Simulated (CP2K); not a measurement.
Consider silicon tetrafluoride at its PBE geometry (Å).

```xyz
5

F     1.5437   -0.1695    0.2310
Si   -0.0007   -0.0039   -0.0019
F    -0.3097    1.4996   -0.3276
F    -0.7936   -0.3989    1.2950
F    -0.4397   -0.9274   -1.1964
```

Method: CP2K XAS_TDP, all-electron GAPW, PBEh(45%), aug-pc-1, TDA, GW2X-corrected core level, no relativity.

**Question.** Where do the F K-edge lines lie, and how strong are they?

Leading lines: F1 688.89 eV. The leading line of an atom is its first one with 35 % of the strongest within 2.5 eV of its lowest line over the strength cut. Core ionisation energies at this level: F1 692.42 eV.

The first six lines of each atom with a strength over 0.0015:

| atom | energy (eV) | states | strength, one atom | above the computed threshold |
| --- | --- | --- | --- | --- |
| F1 (bonded to Si), 4 alike | 688.89 | 1 | 0.0110 |  |
|  | 690.92 | 1 | 0.0125 |  |
|  | 690.99 | 1 | 0.0120 |  |
|  | 691.38 | 1 | 0.0053 |  |
|  | 692.22 | 1 | 0.0114 |  |
|  | 692.64 | 1 | 0.0063 | yes |

Lines are vertical, at one geometry, with no vibrational structure. GW2X ionisation energies and lines can be off by 1 to 2 eV either way, and a good line position may hide errors that cancel. These values hold no scalar relativity, about 0.7 eV for F 1s. Rydberg lines, and the discretised continuum above threshold, depend on the basis and the box.

[Banner, clock and machine lines of the logs are left out without a mark of their own.]

[Logs are printed without paths, hosts, clocks, repeated set-up lines and the standing remarks that a program may print on its own settings, such as how far it seeks lower states.]

[Hosts, paths, dates, database ids (printed as entryN), source tags and the programs' standing remarks are cut or masked in the printed files.]
